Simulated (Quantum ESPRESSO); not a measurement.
## C (Diamond) under biaxial strain: a fit and a test

How do the zone-centre modes of C (Diamond) move in a layer strained in its (001) plane?

Program: Quantum ESPRESSO 7.5. Level of theory: DFT LDA, scalar-relativistic, plane waves, PseudoDojo norm-conserving pseudopotentials. Results are calculated unless marked as measured.

## (1) The relaxed structure

The structure is cubic, space group Fd-3m (No. 227). The conventional cell has a = 3.537 Å, b = 3.537 Å, c = 3.537 Å, α = 90.00°, β = 90.00°, γ = 90.00°. C has 4 C at 1.53 Å nearest.

As a file:

```xyz
2
Lattice="-1.7687 0.0000 1.7687 0.0000 1.7687 1.7687 -1.7687 1.7687 0.0000" Properties=species:S:1:pos:R:3 pbc="T T T"
C    -1.7687    1.7687    1.7687
C    -0.8844    0.8844    0.8844
```

This is the cell after its relaxation at this level of theory, not the database cell from which that began.

## (2) Strained cells

The in-plane lattice vectors are held at a strain ε, as on a substrate; the length along z is set so that σ_zz vanishes; symmetry keeps the atoms on their sites. Modes are taken without the LO-TO term. Cutoff 90 Ry, k mesh 12×12×12.

From the response at ε = -0.03:

Output:

```text
[banners, grids, parts of the stress and lines that vanish by symmetry left out]
Program PHONON v.7.5
     Reading xml data from directory:

[...]
Exchange-correlation= PW
                           (   1   4   0   0   0   0   0)
[...]
kinetic-energy cut-off    =      90.0000  Ry
     charge density cut-off    =     360.0000  Ry
     convergence threshold     =      1.0E-18
[...]
Exchange-correlation= PW
                           (   1   4   0   0   0   0   0)
[...]
q = (   0.0000000   0.0000000   0.0000000 )
     17 Sym.Ops. (with q -> -q+G )
     G cutoff =  199.4622  (   8145 G-vectors)     FFT grid: ( 32, 32, 32)
     number of k points=   163
[...]
Mode symmetry, D_4h(4/mmm) point group:
[...]
Dielectric constant
[...]
End of electric fields calculation
          Dielectric constant in cartesian axis
          (       5.510968651      -0.000000000      -0.000000000 )
          (      -0.000000000       5.510968651      -0.000000000 )
          (       0.000000000      -0.000000000       5.930465413 )
          Effective charges (d Force / dE) in cartesian axis without acoustic sum rule applied (asr)
           atom    1  C     Mean Z*:       -0.00018
      Ex  (       -0.00019        0.00000        0.00000 )
      Ey  (        0.00000       -0.00019        0.00000 )
      Ez  (        0.00000        0.00000       -0.00015 )
           atom    2  C     Mean Z*:       -0.00018
      Ex  (       -0.00019       -0.00000       -0.00000 )
      Ey  (        0.00000       -0.00019       -0.00000 )
      Ez  (       -0.00000       -0.00000       -0.00015 )
          Effective charges Sum: Mean:       -0.00035
[...]
Effective charges (d Force / dE) in cartesian axis with asr applied:
           atom    1  C     Mean Z*:        0.00000
[...]
atom    2  C     Mean Z*:       -0.00000
[...]
Representation #   1 mode #   1
[...]
End of self-consistent calculation
     Convergence has been achieved
     Representation #   2 modes #   2   3
[...]
End of self-consistent calculation
     Convergence has been achieved
     Representation #   3 mode #   4
[...]
End of self-consistent calculation
     Convergence has been achieved
     Representation #   4 modes #   5   6
[...]
End of self-consistent calculation
     Convergence has been achieved
[...]
Dielectric constant in cartesian axis
          (       5.510968651      -0.000000000      -0.000000000 )
          (      -0.000000000       5.510968651      -0.000000000 )
          (       0.000000000      -0.000000000       5.930465413 )
          Effective charges (d Force / dE) in cartesian axis without acoustic sum rule applied (asr)
           atom    1  C     Mean Z*:       -0.00018
      Ex  (       -0.00019        0.00000        0.00000 )
      Ey  (        0.00000       -0.00019        0.00000 )
      Ez  (        0.00000        0.00000       -0.00015 )
           atom    2  C     Mean Z*:       -0.00018
      Ex  (       -0.00019       -0.00000       -0.00000 )
      Ey  (        0.00000       -0.00019       -0.00000 )
      Ez  (       -0.00000       -0.00000       -0.00015 )
          Effective charges Sum: Mean:       -0.00035
[...]
Effective charges (d Force / dE) in cartesian axis with asr applied:
           atom    1  C     Mean Z*:        0.00000
[...]
atom    2  C     Mean Z*:       -0.00000
[...]
q = (    0.000000000   0.000000000   0.000000000 )
[...]
freq (    1) =      -0.029872 [THz] =      -0.996427 [cm-1]
     freq (    2) =      -0.029872 [THz] =      -0.996427 [cm-1]
     freq (    3) =      -0.029682 [THz] =      -0.990093 [cm-1]
     freq (    4) =      41.271244 [THz] =    1376.660501 [cm-1]
     freq (    5) =      41.890123 [THz] =    1397.304103 [cm-1]
     freq (    6) =      41.890123 [THz] =    1397.304103 [cm-1]
[...]
Mode symmetry, D_4h(4/mmm) point group:
     freq (   1-   1) =         -1.0  [cm-1]   --> A_2u X_4' M_4'  I
     freq (   2-   3) =         -1.0  [cm-1]   --> E_u  X_5' M_5'  I
     freq (   4-   4) =       1376.7  [cm-1]   --> B_2g X_3  M_3   R
     freq (   5-   6) =       1397.3  [cm-1]   --> E_g  X_5  M_5   R

   JOB DONE.
```

The run at ε = -0.01 is held back.

```csv
ε,ε_zz,"σ_xx (GPa, tension positive)",singlet (cm⁻¹),doublet (cm⁻¹)
-0.03,0.0085,-40.37,1376.66,1397.30
-0.02,0.0055,-25.96,1358.12,1372.62
-0.01,0.0027,-12.50,held back,held back
0,0.0000,0.02,1321.78,1321.78
0.01,-0.0027,11.65,1304.39,1295.95
0.02,-0.0053,22.45,1287.44,1269.82
0.03,-0.0080,32.46,1270.99,1243.45
```

## (3) The fit

Parabolas ω = ω₀ + a ε + b ε² through the other rows:

```csv
mode,ω₀ (cm⁻¹),a (cm⁻¹),b (cm⁻¹)
singlet,1321.8,-1763,2253
doublet,1321.8,-2566,-1564
```

The biaxial modulus, the linear term of σ_xx, is 1212 GPa, so the singlet mode moves by a/M = -1.5 cm⁻¹ a GPa of tensile stress. The ratio −ε_zz/ε near zero is 0.27. For ε = -0.01 the fits predict 1339.68 and 1347.31 cm⁻¹.

## (4) The run that was held back

Output:

```text
[banners, grids, parts of the stress and lines that vanish by symmetry left out]
[banner, memory and clock lines left out]
Program PHONON v.7.5

[...]
Exchange-correlation= PW
                           (   1   4   0   0   0   0   0)
[...]
kinetic-energy cut-off    =      90.0000  Ry
     charge density cut-off    =     360.0000  Ry
     convergence threshold     =      1.0E-18
[...]
Exchange-correlation= PW
                           (   1   4   0   0   0   0   0)
[...]
q = (   0.0000000   0.0000000   0.0000000 )
     17 Sym.Ops. (with q -> -q+G )
     G cutoff =  202.2763  (   8477 G-vectors)     FFT grid: ( 32, 32, 32)
     number of k points=   163
[...]
Mode symmetry, D_4h(4/mmm) point group:
[...]
Dielectric constant
[...]
End of electric fields calculation
          Dielectric constant in cartesian axis
          (       5.637949852       0.000000000       0.000000000 )
          (      -0.000000000       5.637949852      -0.000000000 )
          (      -0.000000000      -0.000000000       5.775250103 )
          Effective charges (d Force / dE) in cartesian axis without acoustic sum rule applied (asr)
           atom    1  C     Mean Z*:       -0.00019
      Ex  (       -0.00019       -0.00000       -0.00000 )
      Ey  (       -0.00000       -0.00019       -0.00000 )
      Ez  (       -0.00000       -0.00000       -0.00018 )
           atom    2  C     Mean Z*:       -0.00019
      Ex  (       -0.00019       -0.00000        0.00000 )
      Ey  (        0.00000       -0.00019        0.00000 )
      Ez  (       -0.00000        0.00000       -0.00018 )
[...]
End of self-consistent calculation
     Convergence has been achieved
     Representation #   4 modes #   5   6
[...]
End of self-consistent calculation
     Convergence has been achieved
[...]
Dielectric constant in cartesian axis
          (       5.637949852       0.000000000       0.000000000 )
          (      -0.000000000       5.637949852      -0.000000000 )
          (      -0.000000000      -0.000000000       5.775250103 )
          Effective charges (d Force / dE) in cartesian axis without acoustic sum rule applied (asr)
           atom    1  C     Mean Z*:       -0.00019
      Ex  (       -0.00019       -0.00000       -0.00000 )
      Ey  (       -0.00000       -0.00019       -0.00000 )
      Ez  (       -0.00000       -0.00000       -0.00018 )
           atom    2  C     Mean Z*:       -0.00019
      Ex  (       -0.00019       -0.00000        0.00000 )
      Ey  (        0.00000       -0.00019        0.00000 )
      Ez  (       -0.00000        0.00000       -0.00018 )
          Effective charges Sum: Mean:       -0.00037
[...]
Effective charges (d Force / dE) in cartesian axis with asr applied:
           atom    1  C     Mean Z*:        0.00000
[...]
atom    2  C     Mean Z*:        0.00000
[...]
q = (    0.000000000   0.000000000   0.000000000 )
[...]
freq (    1) =       0.016946 [THz] =       0.565242 [cm-1]
     freq (    2) =       0.018228 [THz] =       0.608020 [cm-1]
     freq (    3) =       0.018228 [THz] =       0.608020 [cm-1]
     freq (    4) =      40.164172 [THz] =    1339.732570 [cm-1]
     freq (    5) =      40.393128 [THz] =    1347.369716 [cm-1]
     freq (    6) =      40.393128 [THz] =    1347.369716 [cm-1]
[...]
Mode symmetry, D_4h(4/mmm) point group:
     freq (   1-   1) =          0.6  [cm-1]   --> A_2u X_4' M_4'  I
     freq (   2-   3) =          0.6  [cm-1]   --> E_u  X_5' M_5'  I
     freq (   4-   4) =       1339.7  [cm-1]   --> B_2g X_3  M_3   R
     freq (   5-   6) =       1347.4  [cm-1]   --> E_g  X_5  M_5   R
```

It gives 1339.73 and 1347.37 cm⁻¹.

## (5) Summary of results

| Item | Value |
| --- | --- |
| strain coefficient of the singlet mode | -1763 cm⁻¹ |
| strain coefficient of the doublet mode | -2566 cm⁻¹ |
| biaxial modulus | 1212 GPa |

In words: One per cent of tensile strain moves the singlet mode of C (Diamond) by -17.6 cm⁻¹ and the doublet mode by -25.7 cm⁻¹; the fits miss the run held back by up to 0.06 cm⁻¹. At 3 % strain the quadratic term is 4 % of the linear one for the singlet mode and 2 % for the doublet mode. These are harmonic values at zero temperature, without the LO-TO term, for a homogeneous, dislocation-free layer.

[Host names and launcher messages were left out of these logs when they were recorded.]

[Logs are printed without paths, hosts, clocks, repeated set-up lines and the standing remarks that a program may print on its own settings, such as how far it seeks lower states.]

[Hosts, paths, dates, database ids (printed as entryN), source tags and the programs' standing remarks are cut or masked in the printed files.]
